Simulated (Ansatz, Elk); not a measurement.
# How far do independent atoms describe SiW?, part 2 of 2

Structure refinements treat a crystal as free atoms side by side. For a made-up structure of SiW (cell and positions from a PBE relaxation) the runs below show what the calculated density changes in F(hkl).

Elk 11.2.3 (patched build); all-electron DFT.

So far: Set-up; Ground state and structure factors; The highest occupied states alone.

The structure was built from a prototype and need not be the compound's stable phase.

### 4. Another functional

Level of this step: DFT, LDA (Perdew-Wang), all-electron APW+lo, Dirac cores, scalar-relativistic bands, static density, no spin (Elk).

The difference from free atoms is small, so it is set against the change that LDA (Perdew-Wang) makes.

elk.in reads:

```
tasks
  0
  195

xctype
  3

spinpol
  .false.

rgkmax
  7.0

gmaxvr
  14.0

lmaxo
  7

lmaxapw
  8

swidth
  0.002

tshift
  .false.

ramdisk
  .false.

hmaxvr
  5.5

maxscl
  120

epspot
  1e-06

sppath
  './'

avec
  5.77620908366 -0.00000000000 -0.00000000000
  -0.00000000000 5.77620908366 0.00000000000
  -0.00000000000 0.00000000000 5.77620908366

atoms
  2
  'W.in'
  1
  0.0000000000 0.0000000000 -0.0000000000   0.000000 0.000000 0.000000
  'Si.in'
  1
  0.5000000000 0.5000000000 0.5000000000   0.000000 0.000000 0.000000

ngridk
  7 7 7
```

Started as:

```sh
$ OMP_NUM_THREADS=4 elk
```

Numbers of over 12 decimals in the logs are rounded to 6 here.

What it wrote:

```text
┌─────────────────────────┐
│ Elk code version 11.2.3 │
└─────────────────────────┘

All units are atomic (Hartree, Bohr, etc.)

┌─────────────────────────────────────────────────┐
│ Ground-state run starting from atomic densities │
└─────────────────────────────────────────────────┘

Lattice vectors :
   5.776209084      -0.000000000      -0.000000000
  -0.000000000       5.776209084       0.000000000
  -0.000000000       0.000000000       5.776209084

Reciprocal lattice vectors :
   1.087769715       0.000000000       0.000000000
[...]
interstitial                :    2.484582654
 muffin-tins (core leakage)
  species : 1 (W)
   atom 1                    :    73.20625355     ( -0.4961823592E-05)
  species : 2 (Si)
   atom 1                    :    12.30916379     (  0.1544977855E-02)
 total in muffin-tins        :    85.51541735
 total calculated charge     :    87.99763372
 total charge                :    88.00000000
 error                       :   0.2366280036E-02

┌──────────────────────────────┐
│ Self-consistent loop stopped │
└──────────────────────────────┘

Warning : core states of species 2 leak from the muffin-tin :   0.1544977855E-02

Wrote STATE.OUT
[key lines of the parts left out:]
total energy                :     -16445.759438028
```

The job ended after 4.1 s (4 threads of Arm Neoverse V2, shared host; peak memory 0.16 GiB).

Against the first run R = 0.03 %; the largest change is -0.021 at 211.

### 5. A coarser k-mesh

About half the k-points along each axis test the sampling.

elk.in, as its differences from that of step 4:

```diff
@@ -5,3 +5,3 @@
 xctype
-  3
+  20
 
@@ -58,2 +58,2 @@
 ngridk
-  7 7 7
+  4 4 4
```

Started as:

```sh
$ OMP_NUM_THREADS=4 elk
```

What it wrote:

```text
┌─────────────────────────┐
│ Elk code version 11.2.3 │
└─────────────────────────┘

All units are atomic (Hartree, Bohr, etc.)

┌─────────────────────────────────────────────────┐
│ Ground-state run starting from atomic densities │
└─────────────────────────────────────────────────┘

Lattice vectors :
   5.776209084      -0.000000000      -0.000000000
  -0.000000000       5.776209084       0.000000000
  -0.000000000       0.000000000       5.776209084

Reciprocal lattice vectors :
   1.087769715       0.000000000       0.000000000
[...]
interstitial                :    2.511246673
 muffin-tins (core leakage)
  species : 1 (W)
   atom 1                    :    73.21830044     ( -0.2126023375E-06)
  species : 2 (Si)
   atom 1                    :    12.27045289     (  0.1501360985E-02)
 total in muffin-tins        :    85.48875333
 total calculated charge     :    87.99800975
 total charge                :    88.00000000
 error                       :   0.1990247664E-02

┌──────────────────────────────┐
│ Self-consistent loop stopped │
└──────────────────────────────┘

Warning : core states of species 2 leak from the muffin-tin :   0.1501360985E-02

Wrote STATE.OUT
[key lines of the parts left out:]
total energy                :     -16456.162656610
```

The job ended after 6.1 s (4 threads; peak memory 0.16 GiB; 12 s of CPU time).

Against the first run R = 0.01 %; the largest change is +0.039 at 100.

### 6. Basis size

The basis and the expansions that go with it are enlarged, to see whether the differences are converged.

elk.in, as its differences from that of step 5:

```diff
@@ -11,12 +11,12 @@
 rgkmax
-  7.0
+  8.5
 
 gmaxvr
-  14.0
+  18.0
 
 lmaxo
-  7
+  9
 
 lmaxapw
-  8
+  10
 
@@ -58,2 +58,2 @@
 ngridk
-  4 4 4
+  7 7 7
```

Started as:

```sh
$ OMP_NUM_THREADS=4 elk
```

What it wrote:

```text
┌─────────────────────────┐
│ Elk code version 11.2.3 │
└─────────────────────────┘

All units are atomic (Hartree, Bohr, etc.)

┌─────────────────────────────────────────────────┐
│ Ground-state run starting from atomic densities │
└─────────────────────────────────────────────────┘

Lattice vectors :
   5.776209084      -0.000000000      -0.000000000
  -0.000000000       5.776209084       0.000000000
  -0.000000000       0.000000000       5.776209084

Reciprocal lattice vectors :
   1.087769715       0.000000000       0.000000000
[...]
interstitial                :    2.512993907
 muffin-tins (core leakage)
  species : 1 (W)
   atom 1                    :    73.18538781     ( -0.2129397458E-06)
  species : 2 (Si)
   atom 1                    :    12.30161828     (  0.1512758834E-02)
 total in muffin-tins        :    85.48700609
 total calculated charge     :    87.99863375
 total charge                :    88.00000000
 error                       :   0.1366253954E-02

┌──────────────────────────────┐
│ Self-consistent loop stopped │
└──────────────────────────────┘

Warning : core states of species 2 leak from the muffin-tin :   0.1512758834E-02

Wrote STATE.OUT
[key lines of the parts left out:]
total energy                :     -16456.162337509
```

The job ended after 13 s (4 threads; peak memory 0.18 GiB).

Against the first run R = 0.00 %; the largest change is +0.005 at 220.

### 7. Settings against the effect

```
                              run  R against the first run (%)  R against neutral atoms, low angle (%)  wall time
                    PBE, rgkmax 7                         0.00                                    0.34        7 s
                LDA (Perdew-Wang)                         0.03                                    0.33      4.1 s
                     k-mesh 4×4×4                         0.01                                    0.33      6.1 s
rgkmax 8.5 with larger expansions                         0.00                                    0.34       13 s
```

### 8. Summary of results

* R against neutral atoms, sin θ/λ < 0.3 Å⁻¹: 0.34 %
* R against neutral atoms, 0.3 to 0.82 Å⁻¹: 0.18 %

Independent neutral atoms miss the calculated amplitudes by R = 0.34 % below 0.3 Å⁻¹ and 0.18 % from there to 0.82 Å⁻¹; by shells, 0.34 % 0.15 to 0.3 (3 forms), 0.05 % 0.3 to 0.45 (3 forms), 0.20 % above 0.45 (20 forms). Bonding, aspherical density and the tables' own atoms all enter these figures, and the runs don't part them. The largest change of an amplitude is -0.28 electrons, at 110. The window's part falls from 10.0 electrons at the origin to at most 0.12 between 0.45 and 0.82 Å⁻¹. Below 0.3 Å⁻¹ the changes that finished (LDA (Perdew-Wang), k-mesh 4×4×4 and rgkmax 8.5 with larger expansions) move F by R = 0.03 % at most, against the 0.34 % that separates it from free atoms. These runs have no spin, though d or f shells may be open. Spin-orbit coupling is left out, which can matter for elements this heavy. Part of the difference isn't bonding: the tables are fits to free atoms and ions calculated by other methods than this functional. Thermal motion, anomalous dispersion and extinction are left out.

[Logs are printed without paths, hosts, clocks, repeated set-up lines and the standing remarks that a program may print on its own settings, such as how far it seeks lower states.]

[Hosts, paths, dates, database ids (printed as entryN), source tags and the programs' standing remarks are cut or masked in the printed files.]
